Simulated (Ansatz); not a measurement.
# SrPbSe3 (model cell, started as cubic perovskite with Pb in the octahedra): from the cell to its phonons

How does SrPbSe3 (model cell, started as cubic perovskite with Pb in the octahedra) vibrate, and is this structure a minimum?

Calculated with Ansatz 0.2.0; DFT PBE, scalar-relativistic, plane waves, PAW; PAW set soft_1.

Most raw output is cut from this account.

The structure was built from a prototype and need not be the compound's stable phase.

**1. The starting structure**

Symmetry: Pm-3m, No. 221, cubic system. The conventional cell has a = 5.400 Å, b = 5.400 Å, c = 5.400 Å, α = 90.00°, β = 90.00°, γ = 90.00°. Sr has 12 Se at 3.82 Å nearest. Nearest to Pb lie 6 Se at 2.70 Å. Nearest to Se lie 2 Pb at 2.70 Å and 4 Sr at 3.82 Å. Farther neighbours and most contacts between anions are not listed.

Coordinates:

```cif
data_structure
_symmetry_space_group_name_H-M 'P 1'
_symmetry_Int_Tables_number 1
_cell_length_a 5.3998
_cell_length_b 5.3998
_cell_length_c 5.3998
_cell_angle_alpha 90.000
_cell_angle_beta 90.000
_cell_angle_gamma 90.000
_cell_volume 157.45
loop_
_atom_site_label
_atom_site_type_symbol
_atom_site_fract_x
_atom_site_fract_y
_atom_site_fract_z
_atom_site_occupancy
Sr1 Sr 0.00000 0.00000 0.00000 1
Pb2 Pb 0.50000 0.50000 0.50000 1
Se3 Se 0.50000 0.50000 0.00000 1
Se4 Se 0.50000 0.00000 0.50000 1
Se5 Se 0.00000 0.50000 0.50000 1
```

**2. Bringing the structure to rest**

Harmonic phonons are second derivatives at a point where the forces vanish, and they are wanted at zero stress, so atoms and cell are relaxed first.

Input file input.yaml:

```yaml
crystal:
  lattice:
    - [5.3998, 0.0, 0.0]
    - [0.0, 5.3998, 0.0]
    - [0.0, 0.0, 5.3998]
  atoms:
    - { symbol: Sr, position: [0.0, 0.0, 0.0] }
    - { symbol: Pb, position: [0.5, 0.5, 0.5] }
    - { symbol: Se, position: [0.5, 0.5, 0.0] }
    - { symbol: Se, position: [0.5, 0.0, 0.5] }
    - { symbol: Se, position: [0.0, 0.5, 0.5] }
kpoints:
  mp_grid: { grid: [8, 8, 8] }
hamiltonian:
  xc: pbe
  pseudopotentials: { kind: paw, azcp: { folder: soft_1 } }
scf:
  occupations: { method: gaussian, width: 0.1 }
output:
  forces: true
  stress: true
  eigenvalues: true
relax:
  adjacent_minimum: "off"
  f_tol: 0.005
  max_steps: 80
  cell: { stress_tol: 0.05 }
```

Command:

```sh
> ansatz run input.yaml --threads 4 --pin off --max-ram 16384MiB --backend cpu --events-out ev --progress --plain --runs-dir out
```

Run time: 15 s. Hardware: 4 threads of Arm Neoverse V1, shared host; peak memory 0.62 GiB.

Relaxation path:

```
step  energy less that of the first step (eV)  largest force component (eV/Å)  pressure (GPa)  volume (Å³)
   1                                   0.0000                          0.0000            1.36       157.45
   2                                  -0.0211                          0.0000           -0.02       162.77
  3*                                  -0.0214                          0.0000           -0.02       162.77
```

Relaxation steps marked * repeat the geometry before them on a plane-wave basis chosen anew for their cell, so energy and pressure can jump there.

Forces are held to the 48 operations that the run works with; a distortion that breaks them can't arise in this run.

```csv
"conventional cell, symmetrised",before,after,change
a (Å),5.400,5.460,+1.1 %
b (Å),5.400,5.460,+1.1 %
c (Å),5.400,5.460,+1.1 %
volume (Å³/atom),31.49,32.55,+3.4 %
```

Final coordinates:

```cif
data_structure
_symmetry_space_group_name_H-M 'P 1'
_symmetry_Int_Tables_number 1
_cell_length_a 5.4599
_cell_length_b 5.4599
_cell_length_c 5.4599
_cell_angle_alpha 90.000
_cell_angle_beta 90.000
_cell_angle_gamma 90.000
_cell_volume 162.77
loop_
_atom_site_label
_atom_site_type_symbol
_atom_site_fract_x
_atom_site_fract_y
_atom_site_fract_z
_atom_site_occupancy
Sr1 Sr 0.00000 0.00000 0.00000 1
Pb2 Pb 0.50000 0.50000 0.50000 1
Se3 Se 0.50000 0.50000 0.00000 1
Se4 Se 0.50000 0.00000 0.50000 1
Se5 Se 0.00000 0.50000 0.50000 1
```

This step gave:

- pressure: -0.02456 GPa
- volume per atom: 32.55 Å³
- gap on the k-mesh: 0 eV

In this step the volume went from 31.49 to 32.55 Å³/atom.

**3. Tight relaxation**

Phonons need a cell at rest on their own settings, so the relaxation is repeated with tight tolerances on forces and stress, using the mesh and the filling of the phonon run that follows.

input.yaml, the sections that differ from step 2:

```yaml
crystal:
  lattice:
    - [5.45994331, 0.0, 0.0]
    - [0.0, 5.45994331, 0.0]
    - [0.0, 0.0, 5.45994331]
  atoms:
    - { symbol: Sr, position: [0.0, 0.0, 0.0] }
    - { symbol: Pb, position: [0.5, 0.5, 0.5] }
    - { symbol: Se, position: [0.5, 0.5, 0.0] }
    - { symbol: Se, position: [0.5, 0.0, 0.5] }
    - { symbol: Se, position: [0.0, 0.5, 0.5] }
scf:
  occupations: { method: methfessel_paxton, width: 0.2 }
relax:
  adjacent_minimum: "off"
  f_tol: 0.001
  max_steps: 60
  cell: { stress_tol: 0.01 }
# kpoints, hamiltonian, output: as in step 2
```

Run time: 16 s. Hardware: 4 threads; peak memory 0.62 GiB; 62 s of CPU time.

Little changed from the start: no atom moved by 0.005 Å and no cell edge by 0.1 %.

Numbers from this step:

```yaml
pressure: -0.002307 GPa
volume_per_atom: 32.51 Å³
```

The forces vanish by symmetry and the pressure is -0.002 GPa, within the tolerances set. The cell now holds 32.51 Å³/atom.

**4. Modes at Γ**

The zone centre comes first: it holds the modes that light can see, as far as symmetry allows. No field response is asked, since the mesh shows no gap.

input.yaml, the sections that differ from step 3:

```yaml
crystal:
  lattice:
    - [5.4577123742, 0.0, 0.0]
    - [0.0, 5.4577123742, 0.0]
    - [0.0, 0.0, 5.4577123742]
  atoms:
    - { symbol: Sr, position: [0.0, 0.0, 0.0] }
    - { symbol: Pb, position: [0.5, 0.5, 0.5] }
    - { symbol: Se, position: [0.5, 0.5, 0.0] }
    - { symbol: Se, position: [0.5, 0.0, 0.5] }
    - { symbol: Se, position: [0.0, 0.5, 0.5] }
output:
  eigenvalues: true
phonons:
  method: dfpt
# kpoints, hamiltonian, scf: as in step 3
# relax: removed
```

Run time: 2.4 min. Hardware: 4 threads; peak memory 2.7 GiB; 9.2 min of CPU time.

Numbers from this step:

| Property | Result |
| --- | --- |
| sum-rule residual before enforcement | 6.75e-5 eV/Å² |
| point group | m-3m |
| highest optical mode at the zone centre (no LO-TO term) | 193.2 cm⁻¹ |
| lowest optical zone-centre mode | -81.13 cm⁻¹ |

Patterns of degenerate modes are one choice out of their space. Modes at Γ, with each element's share of the kinetic energy (negative means imaginary):

```csv
mode,frequency (cm⁻¹),symmetry,Sr %,Pb %,Se %
1,-81.1,T1u,44,4,52
2,-81.1,T1u,44,4,52
3,-81.1,T1u,44,4,52
4,-63.4,T2u,0,0,100
5,-63.4,T2u,0,0,100
6,-63.4,T2u,0,0,100
7,-17.1,T1u,39,40,21
8,-17.1,T1u,39,40,21
9,-17.1,T1u,39,40,21
10,0.0,acoustic,16,39,45
11,0.0,acoustic,16,39,45
12,0.0,acoustic,16,39,45
13,193.2,T1u,0,17,82
14,193.2,T1u,0,17,82
15,193.2,T1u,0,17,82
```

Displacements in mode 1 (-81.1 cm⁻¹), the largest set to 1:
```
Sr1  1.00 -0.25  0.24
Pb2  0.19 -0.05  0.05
Se3 -0.81  0.20  0.00
Se4 -0.81  0.00 -0.19
Se5  0.00  0.20 -0.19
```

Displacements in mode 9 (-17.1 cm⁻¹), the largest set to 1:
```
Sr1 -0.11  0.06 -1.00
Pb2  0.07 -0.04  0.65
Se3 -0.05  0.03  0.36
Se4 -0.05 -0.02 -0.48
Se5  0.04  0.03 -0.48
```

Before it was imposed, the acoustic sum rule was missed by 6.8e-5 eV/Å². Small misses are needed for a sound result but don't prove that mesh and cutoff are converged. The lowest optical mode is imaginary, 81.1i cm⁻¹, so the energy falls along it.

**5. Phonons on a q mesh**

Stability and thermal properties need the whole zone. Linear response on a 2×2×2 q mesh gives force constants as far as a supercell of that size would.

input.yaml, as its differences from that of step 4:

```diff
@@ -22 +22,8 @@
   method: dfpt
+  qmesh: [2, 2, 2]
+  temperatures: { t_max: 1000, t_step: 50 }
+  qpath:
+    path:
+      - [[0.0, 0.0, 0.0], [0.0, 0.5, 0.0], [0.5, 0.5, 0.0], [0.0, 0.0, 0.0], [0.5, 0.5, 0.5], [0.0, 0.5, 0.0]]
+      - [[0.5, 0.5, 0.5], [0.5, 0.5, 0.0]]
+    npoints: 10
```

Elapsed: 11 min, on 4 threads; peak memory 2.3 GiB; 42 min of CPU time.

Numbers from this step:

- sum-rule residual before enforcement: 6.90e-5 eV/Å²
- lowest frequency on the path: -90.14 cm⁻¹
- highest frequency on the path or at a solved wavevector: 197.8 cm⁻¹
- lowest mode on the q mesh (acoustic modes at Γ apart): -90.14 cm⁻¹

Frequencies (cm⁻¹) solved at each irreducible wavevector; negative means imaginary. Frequencies by wavevector, by row:

```csv
q in reciprocal lattice units,star,mode 1,mode 2,mode 3,mode 4,mode 13,mode 14,mode 15
0 0 0,1,-81.1,-81.1,-81.1,-63.4,193.2,193.2,193.2
0 0 -0.5,3,-78,-78,-73.8,-65.8,175.3,195.4,195.4
0 -0.5 -0.5,3,-90.1,-90.1,-76.6,-65,164.6,179.7,197.8
-0.5 -0.5 -0.5,1,-80.2,-80.2,-80.2,-79.6,163.3,163.3,197.5
```

Interpolated from a 2×2×2 q mesh. The phonon branches at the labelled points (cm⁻¹):

```csv
point,branch 1,branch 2,branch 3,branch 4,branch 12,branch 13,branch 14,branch 15
Γ,-81,-81,-81,-63,0,193,193,193
halfway,-79,-79,-74,-69,74,186,194,194
X,-78,-78,-74,-66,112,175,195,195
halfway,-84,-79,-78,-73,112,172,188,197
M,-90,-90,-77,-65,113,165,180,198
halfway,-84,-75,-74,-71,76,183,189,195
Γ,-81,-81,-81,-63,0,193,193,193
halfway,-81,-81,-76,-70,80,183,183,195
R,-80,-80,-80,-80,115,163,163,198
halfway,-82,-80,-76,-76,113,170,183,196
X,-78,-78,-74,-66,112,175,195,195
jump to R,-80,-80,-80,-80,115,163,163,198
halfway,-85,-85,-78,-74,114,164,175,197
M,-90,-90,-77,-65,113,165,180,198
```

Tetrahedra on a 12×12×12 mesh, mean over bins of 5 cm-1. Interpolated from a 2×2×2 q mesh. Table of phonon density of states by wavenumber; read off at these points:

| wavenumber (cm⁻¹) | phonon density of states (1/cm⁻¹/cell) |
| --- | --- |
| -92 | 3.0e-5 |
| -82 | 0.216 |
| -78 | 0.321 |
| -68 | 0.156 |
| -62 | 0.137 |
| -52 | 0.0447 |
| -48 | 0.0258 |
| -38 | 0.0537 |
| -28 | 0.0323 |
| -22 | 0.0363 |
| -12 | 0.0278 |
| -8 | 0.0213 |
| 2 | 0.0216 |
| 8 | 0.0251 |
| 18 | 0.0494 |
| 28 | 0.0717 |
| 32 | 0.0725 |
| 42 | 0.0490 |
| 48 | 0.0389 |
| 58 | 0.0244 |
| 62 | 0.0219 |
| 72 | 0.0227 |
| 78 | 0.0300 |
| 88 | 0.0254 |
| 98 | 0.0378 |
| 102 | 0.0352 |
| 112 | 0.0631 |
| 118 | 5.2e-4 |
| 128 | 0 |
| 132 | 0 |
| 142 | 0 |
| 152 | 0 |
| 158 | 0 |
| 168 | 0.0434 |
| 172 | 0.0654 |
| 182 | 0.0753 |
| 188 | 0.0748 |
| 198 | 0.155 |

The partial phonon density of states has structure finer than the step of the table below, so its rows give means over 10 cm⁻¹, whole bins alone (the curve runs from -99.7 to 214 cm⁻¹). Peaks (cm⁻¹: height): Pb 36.3: 0.0387, 59.9: 0.0537, 81.6: 0.0673, 101.3: 0.0738, 111.2: 0.0850, 193.9: 0.0242; Se -78.1: 0.251, 195.9: 0.161; Sr -78.1: 0.0628, -38.6: 0.0336, 20.5: 0.0307.

Phonopy on the run's constants, 11x11x11 mesh, Gaussian sigma 2.2 cm-1. Interpolated from a 2×2×2 q mesh. Partial phonon density of states against wavenumber; means over each step; values in 1/cm⁻¹/cell:

```
wavenumber (cm⁻¹)       Pb       Se       Sr
              -90   5.4e-4   0.0282  0.00943
              -80  0.00241    0.193   0.0544
              -70  0.00114    0.151   0.0323
              -60   9.8e-4   0.0754   0.0123
              -50   3.4e-4   0.0221   0.0120
              -40   3.6e-4   0.0118   0.0272
              -30   6.0e-4   0.0153   0.0273
              -20  0.00102   0.0145   0.0219
              -10   2.0e-4   0.0102   0.0156
                0   6.4e-4  0.00321  0.00393
               10  0.00375   0.0110   0.0159
               20   0.0116   0.0220   0.0263
               30   0.0259   0.0245   0.0204
               40   0.0232   0.0211   0.0147
               50  0.00551  0.00746  0.00474
               60   0.0382  0.00741   5.9e-4
               70  0.00227   3.9e-4   2.5e-5
               80   0.0391  0.00626   3.9e-4
               90  0.00818  0.00114   7.2e-5
              100   0.0462  0.00439   3.1e-4
              110   0.0498  0.00138   2.6e-4
              120  0.00555   1.1e-4   2.4e-5
              130        0        0        0
              140        0        0        0
              150        0        0        0
              160   1.5e-4  0.00592        0
              170  0.00268   0.0480   7.5e-6
              180  0.00655   0.0636   2.0e-5
              190   0.0148   0.0923   2.3e-5
              200  0.00835   0.0578   6.3e-6
```

Symmetry leaves 4 wavevectors to solve. The lowest mode among them, the acoustic zeros apart, lies at q = (0, -0.5, -0.5) and is imaginary, 90.1i cm⁻¹, so the energy falls along it.

**6. Results**

| Item | Value |
| --- | --- |
| space group after relaxation (within 0.01 Å) | Pm-3m |
| volume per atom | 32.5 Å³ |
| electronic character | no gap on this mesh |
| highest optical mode at the zone centre (no LO-TO term) | 193 cm⁻¹ |
| lowest optical zone-centre mode | -81.1 cm⁻¹ |
| lowest mode on the q mesh (acoustic modes at Γ apart) | -90.1 cm⁻¹ |
| highest frequency on the path or at a solved wavevector | 198 cm⁻¹ |
| imaginary modes on the 2×2×2 q mesh | yes |

What this shows: Modes are clearly imaginary (beyond 10i cm⁻¹) at 4 of the 4 irreducible wavevectors, most at q = (0, -0.5, -0.5) (90.1i cm⁻¹), so this structure is not a minimum of the energy. The optical modes at Γ span -81 to 193 cm⁻¹ (negative means imaginary). The highest mode in this list at Γ, 193.2 cm⁻¹, is mostly motion of Se (82 % of the kinetic energy). With no gap, or one that is small against the smearing, the frequencies hang on the k mesh and the smearing, most of all near Kohn anomalies. Spin-orbit coupling is left out, which can matter for the heavy elements here. A phonon run warned that its eigensolver left some bands unconverged in a pass. The starting cell was built on a prototype and not taken from a measurement, so the phase need not exist. These are harmonic frequencies at zero temperature: anharmonic shifts, linewidths and thermal expansion are left out.

[Logs are printed without paths, hosts, clocks, repeated set-up lines and the standing remarks that a program may print on its own settings, such as how far it seeks lower states.]

[Hosts, paths, dates, database ids (printed as entryN), source tags and the programs' standing remarks are cut or masked in the printed files.]
